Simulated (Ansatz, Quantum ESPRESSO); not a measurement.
# CO2 (Cmce): modes at Γ and the response to a field, part 4 of 4

Which modes does CO2 (Cmce) have at the zone centre?

Quantum ESPRESSO 7.5; DFT LDA, scalar-relativistic, plane waves, GBRV ultrasoft pseudopotentials.

So far, mean high-frequency dielectric constant: step 13 (a second program) 2.21.

### 15. A second program

The same cell goes through another code, with its own cutoff. It uses its own PAW datasets, so the potentials differ. Its k mesh is centred on Γ.

This step: DFT LDA, scalar-relativistic, plane waves, PAW (Ansatz 0.2.0).

File input.yaml:

```yaml
crystal:
  lattice:
    - [2.555845175, -2.314156801, 0.0]
    - [2.555845175, 2.314156801, 0.0]
    - [0.0, 0.0, 6.202040703]
  atoms:
    - { symbol: C, position: [0.0, 0.0, 0.0] }
    - { symbol: C, position: [0.5, 0.5, 0.5] }
    - { symbol: O, position: [0.7960794317, 0.2039205683, 0.8904834392] }
    - { symbol: O, position: [0.2039205683, 0.7960794317, 0.1095165608] }
    - { symbol: O, position: [0.7039205683, 0.2960794317, 0.3904834392] }
    - { symbol: O, position: [0.2960794317, 0.7039205683, 0.6095165608] }
kpoints:
  mp_grid: { grid: [8, 8, 4] }
hamiltonian:
  xc: lda
scf:
  occupations: { method: fixed }
output:
  eigenvalues: true
phonons:
  method: dfpt
  dielectric: true
  rigid_motions: translations
```

The run is started by

```sh
$ ansatz run input.yaml --threads 4 --pin off --max-ram 16384MiB --backend cpu --events-out ev --progress --plain --runs-dir out
```

Numbers of over 12 decimals in the logs are rounded to 6 here.

Log:

```text
[...]
Crystal: 6 atoms, lattice volume = 73.366 Å³
Basis set: ecut = 420 eV, 1455 PW (Γ), exchange–correlation on 48×48×96 points (8 copies of the dense FFT grid, shifted against one another)
Bands: 22, of which v1, the nominal top of the filled ones, is band 16 counted from 1 (15 counted from 0)
Symmetry: 8 space group operations
k-points: 132 of 256 (irreducible under 1 space group operation, time reversal used)
[...]
SCF iter   1: F=—  HF=-2704.045000 eV  |F-HF|=—  |Δ(HF+E_count)|=         —  Δρ=1.37e-2  dr2=1.11e-1  ethr=1.77e-3  ⟨swp⟩=3.9  Hψ=11742  notcnv=0  defer=314
[...]
SCF iter   9: F=-2704.014574 eV  HF=-2704.014574 eV  |F-HF|=9.09e-13  |Δ(HF+E_count)|=  4.05e-11  Δρ=4.57e-8  dr2=4.93e-13  ethr=1.00e-12  ⟨swp⟩=12.2  Hψ=17510  notcnv=0
SCF 1 converged in 9 iterations: F = -2704.014574 eV  dr2 = 4.93e-13
[...]
NSCF: frozen V_eff on 2 k-points
[...]
SCF converged after 9 iterations
Free energy (F): -2704.014574 eV
[...]
Internal energy: -2704.014574 eV  (E = F + TS)
E sigma→0 (E₀):  -2704.014574 eV
Fermi energy:    -0.668448 eV
[...]
--- Band table (eV; the first three rows and the last of 132) ---
  k-point 0: bands = [... 12 lower, -1.9904, -1.9745, -1.4791, -1.3732, 5.7968, 5.9320, 6.7147, 6.8507, ... 2 higher]
  k-point 1: bands = [... 12 lower, -1.9168, -1.8805, -1.5563, -1.4472, 6.0573, 6.1039, 6.7039, 6.9570, ... 2 higher]
  k-point 2: bands = [... 12 lower, -1.7380, -1.7380, -1.6554, -1.6554, 6.3703, 6.3703, 6.9704, 6.9704, ... 2 higher]
  k-point 131: bands = [... 12 lower, -1.6148, -1.6148, -1.0700, -1.0700, 7.5796, 7.5796, 8.1966, 8.1966, ... 2 higher]
[...]
ASR residual: 3.294e-5 → 0.000e0 eV/Å²; symmetrization residual: 2.442e-6 eV/Å²
  ASR residual per site (eV/Å²): 3.29e-5 3.29e-5 1.58e-5 1.58e-5 1.58e-5 1.58e-5
[...]
ε∞ (high-frequency dielectric tensor):
        1.901287     0.000000     0.000000
        0.000000     2.510179     0.000000
        0.000000     0.000000     2.243908
  ε⁰ (static dielectric tensor: ions relaxed, cell fixed):
        2.113940    -0.000000     0.000000
       -0.000000     2.905734    -0.000000
        0.000000    -0.000000     2.558536
  ε⁰ − ε∞ (ionic part):
        0.212653    -0.000000     0.000000
       -0.000000     0.395555    -0.000000
        0.000000    -0.000000     0.314627
[...]
Born effective charges Z* (e; rows j = field, columns β = displacement):
    site 0:
         0.73695    0.00000    0.00000
         0.00000    2.26850   -0.79097
        -0.00000   -1.09002    1.59335
    site 1:
         0.73695    0.00000    0.00000
         0.00000    2.26850    0.79097
        -0.00000    1.09002    1.59335
    site 2:
        -0.36848   -0.00000    0.00000
        -0.00000   -1.13425    0.48236
         0.00000    0.62370   -0.79668
    site 3:
        -0.36848   -0.00000    0.00000
        -0.00000   -1.13425    0.48236
        -0.00000    0.62370   -0.79668
    site 4:
        -0.36848   -0.00000   -0.00000
         0.00000   -1.13425   -0.48236
        -0.00000   -0.62370   -0.79668
    site 5:
        -0.36848   -0.00000   -0.00000
         0.00000   -1.13425   -0.48236
        -0.00000   -0.62370   -0.79668
  Z* charge neutrality: 5.229e-5 e pre-enforcement
[...]
optical modes at Γ without the LO–TO term, one row a degenerate level:
      ω (cm⁻¹)  modes    IR ((D/Å)²/amu)
         67.01      1             0.0000
        117.74      1             0.0307
        132.45      1             0.0387
        151.57      1             0.0000
        169.11      1             0.0000
        174.54      1             0.0000
        186.36      1             0.0000
        626.33      1             2.8695
        628.82      1             2.4978
        631.73      1             2.1032
        633.98      1             0.0000
       1340.03      1             0.0000
       1340.33      1             0.0000
[...]
optical modes at Γ + LO–TO along q̂ = [1.0000, 0.0000, 0.0000]:
      ω (cm⁻¹)  modes    IR ((D/Å)²/amu)
[...]
optical modes at Γ + LO–TO along q̂ = [0.0000, 1.0000, 0.0000]:
      ω (cm⁻¹)  modes    IR ((D/Å)²/amu)
[...]
optical modes at Γ + LO–TO along q̂ = [0.0000, 0.0000, 1.0000]:
      ω (cm⁻¹)  modes    IR ((D/Å)²/amu)
[...]
151.57      1             0.0000
        169.11      1             0.0000
        174.54      1             0.0000
        186.36      1             0.0000
        626.33      1             2.8695
        628.82      1             2.4978
        633.98      1             0.0000
        652.03      1             1.9218
       1340.03      1             0.0000
       1340.33      1             0.0000
       2363.91      1            28.3990
       2377.81      1            18.2755
```

Elapsed: 48 s, on 4 threads of Arm Neoverse V2, shared host; peak memory 0.97 GiB; 3.1 min of CPU time.

Numbers from this step:

- gap on the k-mesh: 6.465 eV
- sum-rule residual before enforcement: 3.29e-5 eV/Å²
- miss of the charge sum rule: 5.23e-5 e
- highest optical zone-centre mode (no LO-TO term): 2364 cm⁻¹
- lowest optical zone-centre mode: 67.01 cm⁻¹
- mean high-frequency dielectric constant: 2.218
- largest Born charge in size (third of the trace): 1.533 e
- highest mode moved by the LO-TO term: 2433 cm⁻¹

Transverse modes. Infrared lines, with heights relative to the strongest:

```csv
position (cm⁻¹),lines merged,"IR intensity ((D/Å)²/amu), degenerate modes summed, relative"
67,1,0.0
118,1,0.1
132,1,0.1
152,1,0.0
169,1,0.0
174,1,0.0
186,1,0.0
626,1,10
629,1,8.8
632,1,7.4
634,1,0.0
1340,2,0.0
2328,1,64
2364,1,100
```

### 16. The two compared: QE GBRV and Ansatz, PAW

Numbers from this step:

```yaml
root_mean_square_difference: 36.99 cm⁻¹
largest_difference: 95.05 cm⁻¹
```

The 12 of 15 modes that differ most. Frequencies side by side:

```csv
q (reciprocal lattice),mode,QE GBRV (cm⁻¹),"Ansatz, PAW (cm⁻¹)"
0 0 0,7,137.9,151.6
0 0 0,8,157.3,169.1
0 0 0,9,163,174.5
0 0 0,10,176,186.4
0 0 0,11,620.6,626.3
0 0 0,12,623.1,628.8
0 0 0,13,626,631.7
0 0 0,14,628.2,634
0 0 0,15,1370,1340
0 0 0,16,1370,1340
0 0 0,17,2423,2328
0 0 0,18,2459,2364
```

The two runs side by side. Further quantities:

```csv
quantity,QE GBRV,"Ansatz, PAW"
mean ε∞,2.22,2.218
"largest Born charge in size (e; the first before, the second after the charge sum rule)",1.55,1.533
summed IR intensity ((D/Å)²/amu),55.84,54.03
```

At the zone centre the largest difference (acoustic modes at Γ apart) is 4 % of the highest mode.

### 17. Outcome

* space group after relaxation: Cmce
* volume per atom: 12.2 Å³
* gap on the k-mesh: 6.48 eV
* highest optical zone-centre mode (no LO-TO term): 2459 cm⁻¹
* lowest optical zone-centre mode: 66.6 cm⁻¹
* highest mode moved by the LO-TO term: 2493 cm⁻¹
* mean high-frequency dielectric constant: 2.22
* largest Born charge in size (third of the trace): 1.55 e
* mean static dielectric constant: 2.53
* imaginary optical modes at the zone centre (no q mesh in this session): none
* largest difference from Ansatz, PseudoDojo: 80.5 cm⁻¹

In words: At the LDA level the optical modes of CO2 (Cmce) at the zone centre (no LO-TO term) run from 67 to 2459 cm⁻¹. Along the directions run, the highest mode that the macroscopic field moves lies at 2493 cm⁻¹. Lattice motion raises the mean dielectric constant from 2.220 to 2.526. Of the 15 optical modes, 2 are silent, 7 are infrared active alone and 6 are Raman active alone; inversion symmetry keeps the two sets apart. QE GBRV and Ansatz, PseudoDojo differ by 31.5 cm⁻¹ in the root mean square and by 80.5 cm⁻¹ at most, 3.3 % of the highest mode compared (acoustic modes at Γ left out); the two use different potentials, and the cell was not relaxed for the second set. QE GBRV and Ansatz, PAW differ by 37.0 cm⁻¹ in the root mean square and by 95.0 cm⁻¹ at most, 3.9 % of the highest mode compared (acoustic modes at Γ left out); the two use different potentials, and the cell was not relaxed for the second set. These are harmonic frequencies at zero temperature: anharmonic shifts and linewidths and thermal expansion are left out. The LDA runs differ in the fit of the correlation energy, Perdew-Zunger in some and Perdew-Wang in others. The structure comes from a database and need not be the phase that is stable at ambient conditions.

[Host names and launcher messages were left out of these logs when they were recorded.]

[Logs are printed without paths, hosts, clocks, repeated set-up lines and the standing remarks that a program may print on its own settings, such as how far it seeks lower states.]

[Hosts, paths, dates, database ids (printed as entryN), source tags and the programs' standing remarks are cut or masked in the printed files.]
